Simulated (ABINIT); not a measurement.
## Ca2Si (Fm-3m): G0W0 in ABINIT against the bands in the self-energy

How does the gap of Ca2Si (Fm-3m) converge in the bands in the self-energy?

Main program and level: ABINIT 10.8.3; LDA and many-body steps on it, plane waves.

**1. The structure**

It takes space group Fm-3m (No. 225, cubic). The conventional cell has a = 7.170 Å, b = 7.170 Å, c = 7.170 Å, α = 90.00°, β = 90.00°, γ = 90.00°. Ca has 4 Si at 3.10 Å nearest. Nearest to Si lie 8 Ca at 3.10 Å. Farther neighbours are not listed.

The cell and positions are those that the Materials Project relaxed with its own functionals (PBE, PBE+U or r2SCAN), kept fixed.

**2. Screening, 2×2×2 mesh, 161 bands, screening to 176.9 eV**

This step: ABINIT 10.8.3; RPA screening on LDA, plane waves, norm-conserving pseudopotentials.

The RPA dielectric matrix is built and inverted for each q.

The input, run.abi:

```
acell 3*1.0 Angstrom
rprim 
  -0.000000000000 3.585232820000 3.585232820000
  3.585232820000 -0.000000000000 3.585232820000
  3.585232820000 3.585232820000 -0.000000000000
ntypat 2
znucl 20 14
natom 3
typat 1 1 2
xred 
  0.750000000000 0.750000000000 0.750000000000
  0.250000000000 0.250000000000 0.250000000000
  0.000000000000 0.000000000000 0.000000000000
pp_dirpath "pseudos"
pseudos "Ca.upf, Si.upf"
ecut 30
ngkpt 2 2 2
nshiftk 1
shiftk 0 0 0
kptopt 1
chksymbreak 0
istwfk *1
occopt 1
irdwfk 1
optdriver 3
nband 161
ecuteps 6.5
inclvkb 2
awtr 1
symchi 1
indata_prefix "in"
outdata_prefix "out"
tmpdata_prefix "tmp"
```

The run is started by

```console
OMP_NUM_THREADS=1 mpirun -n 4 abinit run.abi > log
```

The program printed:

```text
.Version 10.8.3 of ABINIT. v10.8.2 released Aug 2026.

 Symmetries : space group Fm -3 m (#225); Bravais cF (face-center cubic)
[... echo of the input left out ...]
== DATASET  1 ==================================================================
-   mpi_nproc: 4, omp_nthreads: 1 (-1 if OMP is not activated)

--- !DatasetInfo
iteration_state: {dtset: 1, }
dimensions: {natom: 3, nkpt: 3, mband: 161, nsppol: 1, nspinor: 1, nspden: 1, mpw: 4910, }
cutoff_energies: {ecut:  30.0, pawecutdg:  -1.0, }
electrons: {nelect:   2.40000000E+01, charge:   0.00000000E+00, occopt:   1.00000000E+00, tsmear:   1.00000000E-02, }

 SCREENING: Calculation of the susceptibility and dielectric matrices

 Based on a program developped by R.W. Godby, V. Olevano, G. Onida, and L. Reining.
 Incorporated in ABINIT by V. Olevano, G.-M. Rignanese, and M. Torrent.
.Using double precision arithmetic ; gwpc =  8

[... cell and pseudopotentials left out ...]
--------------------------------------------------------------------------------

 ==== K-mesh for the wavefunctions ====
 Number of points in the irreducible wedge :     3
[... list of points left out ...]
 Together with 48 symmetry operations and time-reversal symmetry
 yields     8 points in the full Brillouin Zone.

 ==== Q-mesh for the screening function ====
 Number of points in the irreducible wedge :     3
[... list of points left out ...]
 Together with 48 symmetry operations and time-reversal symmetry
 yields     8 points in the full Brillouin Zone.

 setmesh: FFT mesh size selected  =    36x   36x   36
          total number of points  =        46656

 vcoul_init : cutoff-mode = AUXILIARY_FUNCTION
 q-points for optical limit:   1
     1)      0.000010    0.000020    0.000030

- screening: taking advantage of time-reversal symmetry
- Maximum band index for partially occupied states nbvw = 12
- Remaining bands to be divided among processors   nbcw = 149
- Number of bands treated by each node ~37

 Number of electrons calculated from density =   24.0000; Expected =   24.0000
 average of density, n =  0.038586
 r_s =    1.8358
 omega_plasma =   18.9484 [eV]

 calculating chi0 at frequencies [eV] :
  1    0.000000E+00    0.000000E+00
  2    0.000000E+00    1.894837E+01

--------------------------------------------------------------------------------
  q-point number  1        q = ( 0.000000, 0.000000, 0.000000) [r.l.u.]
--------------------------------------------------------------------------------
[... chi0 elements left out ...]
 For q-point:  0.000010 0.000020 0.000030
  dielectric constant =  68.5236
  dielectric constant without local fields =  90.5902

  Average fulfillment of the sum rule on Im[epsilon] for q-point    1 :     72.24  [%]
[... wings left out ...]
  q-point number  2        q = ( 0.500000, 0.000000, 0.000000) [r.l.u.]
--------------------------------------------------------------------------------
[... chi0 elements left out ...]
  Average fulfillment of the sum rule on Im[epsilon] for q-point    2 :     75.26  [%]

 [... 1 further q-points ...]
```

Elapsed: 13 s, on 4 MPI ranks of Arm Neoverse V1, shared host; peak memory 0.89 GiB.

This step gave:

* ε∞ with local fields, on this mesh, along the program's q direction: 68.52
* the same without local fields: 90.59
* plasma frequency: 18.95 eV
* plane waves in the screening matrix: 531

Local fields lower ε∞ by 24 %. On a Γ-centred mesh this coarse the value itself is usually too large, while a short band sum pulls it down.

**3. 20 bands**

This step: G0W0 on LDA, plane waves, norm-conserving pseudopotentials.

Edit run.abi of step 2 so:

```diff
@@ -24,8 +24,17 @@
 irdwfk 1
-optdriver 3
-nband 161
+optdriver 4
+nband 20
+gwcalctyp 0
+ecutsigx 30
+symsigma 1
+nkptgw 2
+kptgw 
+  0.5000000000 0.5000000000 0.0000000000
+  0.0000000000 0.0000000000 0.0000000000
+bdgw 
+  11 14
+  10 15
 ecuteps 6.5
-inclvkb 2
-awtr 1
-symchi 1
+irdscr 1
+ppmodel 1
 indata_prefix "in"
```

The program printed:

```text
.Version 10.8.3 of ABINIT. v10.8.2 released Aug 2026.

 Symmetries : space group Fm -3 m (#225); Bravais cF (face-center cubic)
[... echo of the input left out ...]
== DATASET  1 ==================================================================
-   mpi_nproc: 4, omp_nthreads: 1 (-1 if OMP is not activated)

--- !DatasetInfo
iteration_state: {dtset: 1, }
dimensions: {natom: 3, nkpt: 3, mband: 20, nsppol: 1, nspinor: 1, nspden: 1, mpw: 4910, }
cutoff_energies: {ecut:  30.0, pawecutdg:  -1.0, }
electrons: {nelect:   2.40000000E+01, charge:   0.00000000E+00, occopt:   1.00000000E+00, tsmear:   1.00000000E-02, }

 SIGMA: Calculation of the GW corrections

 Based on a program developped by R.W. Godby, V. Olevano, G. Onida, and L. Reining.
 Incorporated in ABINIT by V. Olevano, G.-M. Rignanese, and M. Torrent.
.Using double precision arithmetic ; gwpc =  8

[... cell and pseudopotentials left out ...]
--------------------------------------------------------------------------------

 ==== K-mesh for the wavefunctions ====
 Number of points in the irreducible wedge :     3
[... list of points left out ...]
 Together with 48 symmetry operations and time-reversal symmetry
 yields     8 points in the full Brillouin Zone.

 ==== Q-mesh for screening function ====
 Number of points in the irreducible wedge :     3
[... list of points left out ...]
 Together with 48 symmetry operations and time-reversal symmetry
 yields     8 points in the full Brillouin Zone.

 vcoul_init : cutoff-mode = AUXILIARY_FUNCTION
 q-points for optical limit:   1
     1)      0.000010    0.000020    0.000030
 setmesh: FFT mesh size selected  =    48x   48x   48
          total number of points  =       110592

 Number of electrons calculated from density =   24.0000; Expected =   24.0000
 average of density, n =  0.038586
 r_s =    1.8358
 omega_plasma =   18.9484 [eV]

 === KS Band Gaps ===
  >>>> For spin  1
   Minimum direct gap =   0.5088 [eV], located at k-point      :   0.5000  0.5000  0.0000
   Fundamental gap    =   0.5088 [eV], Top of valence bands at :   0.5000  0.5000  0.0000
                                       Bottom of conduction at :   0.5000  0.5000  0.0000
 SIGMA fundamental parameters:
 PLASMON POLE MODEL  1
 number of plane-waves for SigmaX                 4909
 number of plane-waves for SigmaC and W            531
 number of plane-waves for wavefunctions          4909
 number of bands                                    20
 number of independent spin polarizations            1
 number of spinorial components                      1
 number of k-points in IBZ                           3
 number of q-points in IBZ                           3
 number of symmetry operations                      48
 number of k-points in BZ                            8
 number of q-points in BZ                            8
 number of frequencies for dSigma/dE                 9
 frequency step for dSigma/dE [eV]                0.25
 number of omega for Sigma on real axis              0
 max omega for Sigma on real axis  [eV]           0.00
 zcut for avoiding poles [eV]                     0.10

 EPSILON^-1 parameters (SCR file):
 dimension of the eps^-1 matrix on file            531
 dimension of the eps^-1 matrix used               531
 number of plane-waves for wavefunctions          4909
 number of bands                                   161
 number of q-points in IBZ                           3
 number of frequencies                               2
 number of real frequencies                          1
 number of imag frequencies                          1

 matrix elements of self-energy operator (all in [eV])

 Perturbative Calculation

--- !SelfEnergy_ee
iteration_state: {dtset: 1, }
kpoint     : [   0.500,    0.500,    0.000, ]
spin       : 1
KS_gap     :    0.509
QP_gap     :    0.692
Delta_QP_KS:    0.183
data: !SigmaeeData |
     Band     E0 <VxcDFT>   SigX SigC(E0)      Z dSigC/dE  Sig(E)    E-E0       E
       11   3.544  -9.945 -11.419   3.119   0.786  -0.273  -8.653   1.292   4.836
       12   3.544  -9.945 -11.419   3.119   0.786  -0.273  -8.653   1.292   4.836
       13   4.053  -8.148  -3.922  -2.383   0.800  -0.249  -6.672   1.475   5.529
       14   5.109 -10.552  -5.178  -2.516   0.796  -0.256  -8.277   2.275   7.384

--- !SelfEnergy_ee
iteration_state: {dtset: 1, }
kpoint     : [   0.000,    0.000,    0.000, ]
spin       : 1
KS_gap     :    2.037
QP_gap     :    2.494
Delta_QP_KS:    0.458
data: !SigmaeeData |
     Band     E0 <VxcDFT>   SigX SigC(E0)      Z dSigC/dE  Sig(E)    E-E0       E
       10   3.150 -10.302 -11.207   2.731   0.779  -0.283  -8.879   1.423   4.573
       11   3.150 -10.302 -11.207   2.731   0.779  -0.283  -8.879   1.423   4.573
       12   3.150 -10.302 -11.207   2.731   0.779  -0.283  -8.879   1.423   4.573
       13   5.187  -8.012  -3.754  -1.955   0.816  -0.225  -6.131   1.881   7.068
       14   5.307 -11.657  -5.687  -2.688   0.792  -0.263  -9.058   2.599   7.906
       15   5.307 -11.657  -5.687  -2.688   0.792  -0.263  -9.058   2.599   7.906

== END DATASET(S) ==============================================================
================================================================================

 -outvars: echo values of variables after computation  --------
           etotal      0.0000000000E+00
            nband          20
             nkpt           3
          spgroup         225
 [... the other variables as echoed above ...]

 Calculation completed.
```

Elapsed: 5.3 s, on 4 MPI ranks; peak memory 0.76 GiB; 21 s of CPU time.

This step gave:

```
G0W0 gap on the points computed              : 0.6930 eV
starting gap on the mesh                     : 0.5088 eV
k of the valence top                         : 0.5, 0.5, 0
k of the conduction bottom                   : 0.5, 0.5, 0
Z at the valence top                         : 0.786
Z at the conduction bottom                   : 0.8
least direct G0W0 gap on the computed points : 0.6930 eV
```

**4. 25 bands**

Edit run.abi of step 3 so:

```diff
@@ -25,3 +25,3 @@
 optdriver 4
-nband 20
+nband 25
 gwcalctyp 0
```

The program printed:

```text
.Version 10.8.3 of ABINIT. v10.8.2 released Aug 2026.

 Symmetries : space group Fm -3 m (#225); Bravais cF (face-center cubic)
[... echo of the input left out ...]
== DATASET  1 ==================================================================
-   mpi_nproc: 4, omp_nthreads: 1 (-1 if OMP is not activated)

--- !DatasetInfo
iteration_state: {dtset: 1, }
dimensions: {natom: 3, nkpt: 3, mband: 25, nsppol: 1, nspinor: 1, nspden: 1, mpw: 4910, }
cutoff_energies: {ecut:  30.0, pawecutdg:  -1.0, }
electrons: {nelect:   2.40000000E+01, charge:   0.00000000E+00, occopt:   1.00000000E+00, tsmear:   1.00000000E-02, }

 SIGMA: Calculation of the GW corrections

 Based on a program developped by R.W. Godby, V. Olevano, G. Onida, and L. Reining.
 Incorporated in ABINIT by V. Olevano, G.-M. Rignanese, and M. Torrent.
.Using double precision arithmetic ; gwpc =  8

[... cell and pseudopotentials left out ...]
--------------------------------------------------------------------------------

 ==== K-mesh for the wavefunctions ====
 Number of points in the irreducible wedge :     3
[... list of points left out ...]
 Together with 48 symmetry operations and time-reversal symmetry
 yields     8 points in the full Brillouin Zone.

 ==== Q-mesh for screening function ====
 Number of points in the irreducible wedge :     3
[... list of points left out ...]
 Together with 48 symmetry operations and time-reversal symmetry
 yields     8 points in the full Brillouin Zone.

 vcoul_init : cutoff-mode = AUXILIARY_FUNCTION
 q-points for optical limit:   1
     1)      0.000010    0.000020    0.000030
 setmesh: FFT mesh size selected  =    48x   48x   48
          total number of points  =       110592

 Number of electrons calculated from density =   24.0000; Expected =   24.0000
[...]
number of omega for Sigma on real axis              0
 max omega for Sigma on real axis  [eV]           0.00
 zcut for avoiding poles [eV]                     0.10

 EPSILON^-1 parameters (SCR file):
 dimension of the eps^-1 matrix on file            531
 dimension of the eps^-1 matrix used               531
 number of plane-waves for wavefunctions          4909
 number of bands                                   161
 number of q-points in IBZ                           3
 number of frequencies                               2
 number of real frequencies                          1
 number of imag frequencies                          1

 matrix elements of self-energy operator (all in [eV])

 Perturbative Calculation

--- !SelfEnergy_ee
iteration_state: {dtset: 1, }
kpoint     : [   0.500,    0.500,    0.000, ]
spin       : 1
KS_gap     :    0.509
QP_gap     :    0.746
Delta_QP_KS:    0.237
data: !SigmaeeData |
     Band     E0 <VxcDFT>   SigX SigC(E0)      Z dSigC/dE  Sig(E)    E-E0       E
       11   3.544  -9.945 -11.419   2.726   0.775  -0.290  -8.974   0.970   4.515
       12   3.544  -9.945 -11.419   2.726   0.775  -0.290  -8.974   0.970   4.515
       13   4.053  -8.148  -3.922  -2.700   0.791  -0.264  -6.940   1.208   5.261
[...]
--- !SelfEnergy_ee
iteration_state: {dtset: 1, }
kpoint     : [   0.000,    0.000,    0.000, ]
spin       : 1
KS_gap     :    2.037
QP_gap     :    2.143
Delta_QP_KS:    0.106
data: !SigmaeeData |
     Band     E0 <VxcDFT>   SigX SigC(E0)      Z dSigC/dE  Sig(E)    E-E0       E
[...]
14   5.307 -11.657  -5.687  -3.247   0.776  -0.289  -9.545   2.113   7.420
       15   5.307 -11.657  -5.687  -3.247   0.776  -0.289  -9.545   2.113   7.420

== END DATASET(S) ==============================================================
================================================================================

 -outvars: echo values of variables after computation  --------
           etotal      0.0000000000E+00
            nband          25
             nkpt           3
          spgroup         225
 [... the other variables as echoed above ...]

 Calculation completed.
```

Wall time 6.2 s (4 MPI ranks); peak memory 0.76 GiB; 24 s of CPU time.

Numbers from this step:

* G0W0 gap on the points computed: 0.7460 eV
* starting gap on the mesh: 0.5088 eV
* k of the valence top: 0.5, 0.5, 0
* k of the conduction bottom: 0.5, 0.5, 0
* Z at the valence top: 0.775
* Z at the conduction bottom: 0.791
* least direct G0W0 gap on the computed points: 0.7460 eV

(Continued in part 2 of 2.)

[Paths, hosts, dates, memory and timing lines, banners, echoed tables and standing remarks are left out of the program output.]

[Logs are printed without paths, hosts, clocks, repeated set-up lines and the standing remarks that a program may print on its own settings, such as how far it seeks lower states.]

[Runs of the session that timed out or met a known fault of the program may be left out.]

[No measured gap is set beside runs whose start may be inverted or whose files or cutoffs have a known fault.]

[Hosts, paths, dates, database ids (printed as entryN), source tags and the programs' standing remarks are cut or masked in the printed files.]

[G0W0 gaps are taken among the corrected bands and points alone; a level outside them can change the order at an edge.]

[Where Ansatz stands beside ABINIT at settings called matched, ABINIT's density can come from a denser mesh and the files from another edition; pairs whose starting gaps differed by over 0.03 eV were left out, so agreement reads better than it is.]
